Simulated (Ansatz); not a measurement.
# BePd (Pm-3m): phonons and vibrational spectra, part 2 of 2

Wanted: vibrations and spectra of BePd (Pm-3m); the cell is already relaxed. After the zone centre comes a 4×4×4 q mesh on a 16×16×16 k mesh.

Ansatz 0.2.0; DFT PBEsol, scalar-relativistic, plane waves, PAW.

So far, highest frequency on the path or at a solved wavevector (cm⁻¹): step 3 (the dispersion) 466.

### Step 4. Finite displacements in a supercell

Finite displacements in a 2×2×2 supercell give force constants from forces alone. They are exact at the wavevectors that the supercell holds, where they check the linear-response result.

The input, input.yaml:

```yaml
crystal:
  lattice:
    - [2.7976391317, 0.0, 0.0]
    - [0.0, 2.7976391317, 0.0]
    - [0.0, 0.0, 2.7976391317]
  atoms:
    - { symbol: Be, position: [0.0, 0.0, 0.0] }
    - { symbol: Pd, position: [0.5, 0.5, 0.5] }
kpoints:
  mp_grid: { grid: [16, 16, 16] }
hamiltonian:
  xc: pbesol
scf:
  occupations: { method: methfessel_paxton, width: 0.15 }
output:
  eigenvalues: true
phonons:
  method: fd
  supercell: [2, 2, 2]
  temperatures: { t_max: 1000, t_step: 50 }
  qpath:
    path:
      - [[0.0, 0.0, 0.0], [0.0, 0.5, 0.0], [0.5, 0.5, 0.0], [0.0, 0.0, 0.0], [0.5, 0.5, 0.5], [0.0, 0.5, 0.0]]
      - [[0.5, 0.5, 0.5], [0.5, 0.5, 0.0]]
    npoints: 10
```

Run with:

```bash
$ ansatz run input.yaml --threads 4 --pin off --max-ram 7168MiB --backend cpu --events-out ev --progress --plain --runs-dir out
```

Numbers of over 12 decimals in the logs are rounded to 6 here.

The log of the run:

```text
[...]
Crystal: 16 atoms, lattice volume = 175.172 Å³
Basis set: ecut = 420 eV, 3407 PW (Γ), exchange–correlation on 80×80×80 points (8 copies of the dense FFT grid, shifted against one another)
Bands: 95, of which v1, the nominal top of the filled ones, is band 80 counted from 1 (79 counted from 0)
Symmetry: 384 space group operations
k-points: 35 of 512
[...]
SCF iter   1: F=—  HF=-55985.969348 eV  |F-HF|=—  |Δ(HF+E_count)|=         —  Δρ=1.38e-7  dr2=1.11e-11  ethr=1.00e-12  ⟨swp⟩=3.0  Hψ=8579  notcnv=0
[...]
SCF iter   2: F=-55985.969348 eV  HF=-55985.969348 eV  |F-HF|=1.46e-11  |Δ(HF+E_count)|=    0.00e0  S|Δr|=    0.00e0  Δρ=8.21e-8  dr2=4.47e-12  ethr=1.00e-12  ⟨swp⟩=2.0  Hψ=6287  notcnv=0
SCF 1 converged in 2 iterations: F = -55985.969348 eV  dr2 = 4.47e-12
[...]
Crystal: 2 atoms, lattice volume = 21.897 Å³
Basis set: ecut = 420 eV, 437 PW (Γ), exchange–correlation on 40×40×40 points (8 copies of the dense FFT grid, shifted against one another)
Bands: 14, of which v1, the nominal top of the filled ones, is band 10 counted from 1 (9 counted from 0)
Symmetry: 48 space group operations
k-points: 165 of 4096
[...]
SCF iter   2: F=-6998.246168 eV  HF=-6998.246168 eV  |F-HF|=1.01e-10  |Δ(HF+E_count)|=   2.60e-5  S|Δr|=    0.00e0  Δρ=6.51e-7  dr2=1.20e-10  ethr=1.00e-12  ⟨swp⟩=4.8  Hψ=8637  notcnv=0
SCF 2 converged in 2 iterations: F = -6998.246168 eV  dr2 = 1.20e-10
[...]
Symmetry: 6 space group operations
k-points: 65 of 512 (time reversal used)
[...]
SCF iter   8: F=-55985.969331 eV  HF=-55985.969331 eV  |F-HF|=7.28e-12  |Δ(HF+E_count)|=    0.00e0  S|Δr|=    0.00e0  Δρ=2.05e-8  dr2=6.64e-13  ethr=1.00e-12  ⟨swp⟩=5.0  Hψ=22095  notcnv=0
SCF 3 converged in 8 iterations: F = -55985.969331 eV  dr2 = 6.64e-13
[...]
SCF iter   7: F=-55985.969315 eV  HF=-55985.969315 eV  |F-HF|=0.00e0  |Δ(HF+E_count)|=  5.09e-11  S|Δr|=    0.00e0  Δρ=5.83e-8  dr2=4.11e-12  ethr=1.00e-12  ⟨swp⟩=4.3  Hψ=25855  notcnv=0
SCF 4 converged in 7 iterations: F = -55985.969315 eV  dr2 = 4.11e-12
SCF converged after 2 iterations
[...]
Free energy (F): -55985.969348 eV
[...]
Internal energy: -55985.963035 eV  (E = F + TS)
E sigma→0 (E₀):  -55985.967769 eV
Entropy (-TS):   -0.006313 eV (-0.395 meV/atom)
Fermi energy:    17.175831 eV
[...]
--- Band table (eV; the first three rows and the last of 35) ---
  k-point 0: bands = [... 76 lower, 15.2394, 15.8681, 15.8681, 15.8681, 15.9433, 15.9433, 17.1616, 17.1616, ... 11 higher]
  k-point 1: bands = [... 76 lower, 15.6746, 15.7409, 15.8709, 15.9404, 16.2239, 16.2239, 17.1565, 17.1565, ... 11 higher]
  k-point 2: bands = [... 76 lower, 15.8790, 15.9322, 16.5198, 16.5198, 16.6160, 16.6160, 17.1384, 17.1384, ... 11 higher]
  k-point 34: bands = [... 76 lower, 14.0137, 14.0137, 14.0137, 14.0137, 21.6117, 21.6117, 21.6117, 21.6117, ... 11 higher]
--- Phonons: 2 displaced members + reference (amplitude 0.0025 Å, Σ member SCF iterations 15) ---
  symmetry images taken by strict's conditions (phonons.symmetry_images: auto; settled by no image being taken that strict refuses)
  ASR residual: 6.126e-4 → 0.000e0 eV/Å²; symmetrization residual: 1.067e-4 eV/Å²
  largest component of a force at the reference: 7.7e-29 eV/Å
  ASR residual per site (eV/Å²): 2.95e-4 6.13e-4
  Γ frequencies (cm⁻¹): 0.00 0.00 0.00 379.68 379.68 379.68
[...]
```

It took 59 s on 4 threads of Arm Neoverse V1, shared host; peak memory 1.2 GiB; 3.9 min of CPU time.

This step gave:

| Quantity | Value |
| --- | --- |
| atoms in the supercell | 16 |
| sum-rule residual before enforcement | 6.13e-4 eV/Å² |

Interpolated from a 2×2×2 supercell, rough between the solved points. The phonon branches at the labelled points (cm⁻¹):

```csv
point,branch 1,branch 2,branch 3,branch 4,branch 5,branch 6
Γ,0,0,0,380,380,380
halfway,80,80,156,399,399,424
X,108,108,218,419,419,466
halfway,108,147,194,392,396,419
M,108,159,159,364,375,375
halfway,95,131,169,396,402,416
Γ,0,0,0,380,380,380
halfway,144,144,158,398,403,403
R,182,182,182,415,415,415
halfway,137,158,185,388,398,406
X,108,108,218,419,419,466
jump to R,182,182,182,415,415,415
halfway,150,176,176,390,394,394
M,108,159,159,364,375,375
```

The phonon branches as a text plot (rows in cm⁻¹):

```
    456 |     *****                                    ***
    436 |    *     *                                  *
    417 |   * *****        ****              *****   * ****
    398 | ****     ***   ********   *********    ******    ***
    378 |***        *******     ****                *         ***
    359 |              **                                       *
    340 |
    320 |
    301 |
    281 |
    262 |
    243 |
    223 |      ***                                      **
    204 |     *   **                                  **
    184 |    *      **    ***               **********    ****
    165 |   *        *****   *          *****    ****      ** ***
    146 |          **     *** *        **          ***       *
    126 |         *          * *     ***             ***      **
    107 |  *  *************** *     ***                ***      *
     87 |   **               ****
     68 | *                    **   *
     49 |  *                    ** *
     29 |**                      * *
     10 |*                        *
         Γ      X      M          Γ            R        X|R     M
```

Tetrahedra on a 22×22×22 mesh, mean over bins of 5 cm-1. Interpolated from a 2×2×2 supercell, rough between the solved points. The phonon density of states by wavenumber; read off at these points:

```csv
wavenumber (cm⁻¹),phonon density of states (1/cm⁻¹/cell)
2,0
18,9.0e-5
32,4.5e-4
52,0.00147
68,0.00291
82,0.00566
98,0.0126
108,0.0419
112,0.0336
132,0.0216
148,0.0225
162,0.0294
178,0.0565
192,0.0116
212,0.00346
228,0
242,0
258,0
278,0
292,0
308,0
322,0
338,0
358,0
372,0.00571
388,0.0546
398,0.135
402,0.107
418,0.0230
438,0.00637
452,0.00313
468,1.0e-5
```

At Γ the two methods differ by at most 0.0 cm⁻¹.

### Step 5. Results

```
space group (within 0.01 Å)                             : Pm-3m
volume per atom                                         : 10.9 Å³
electronic character                                    : no gap on this mesh
highest optical mode at the zone centre (no LO-TO term) : 380 cm⁻¹
lowest optical zone-centre mode                         : 380 cm⁻¹
lowest mode on the q mesh (acoustic modes at Γ apart)   : 80.8 cm⁻¹
highest frequency on the path or at a solved wavevector : 466 cm⁻¹
zero-point energy per atom                              : 50.5 meV
heat capacity at 300 K                                  : 21.2 J/(mol atoms K)
vibrational entropy at 300 K                            : 23.9 J/(mol atoms K)
Debye temperature (second moment)                       : 560 K
imaginary modes on the 4×4×4 q mesh                     : none
```

In words: The structure is a minimum as far as tested: no mode is imaginary at the 10 irreducible wavevectors of the 4×4×4 mesh, and the softest away from the acoustic zeros lies at 81 cm⁻¹. The optical modes at Γ form one degenerate level at 380 cm⁻¹. The highest mode in this list at Γ, 379.7 cm⁻¹, is mostly motion of Be (92 % of the kinetic energy). On the path and the mesh, the widest gap between branches runs from 218 to 364 cm⁻¹. Finite displacements and linear response differ by 0.0 cm⁻¹ in the highest zone-centre mode. With no gap, or one that is small against the smearing, the frequencies hang on the k mesh and the smearing, most of all near Kohn anomalies. These are harmonic frequencies at zero temperature: anharmonic shifts, linewidths and thermal expansion are left out.

[Logs are printed without paths, hosts, clocks, repeated set-up lines and the standing remarks that a program may print on its own settings, such as how far it seeks lower states.]

[Hosts, paths, dates, database ids (printed as entryN), source tags and the programs' standing remarks are cut or masked in the printed files.]
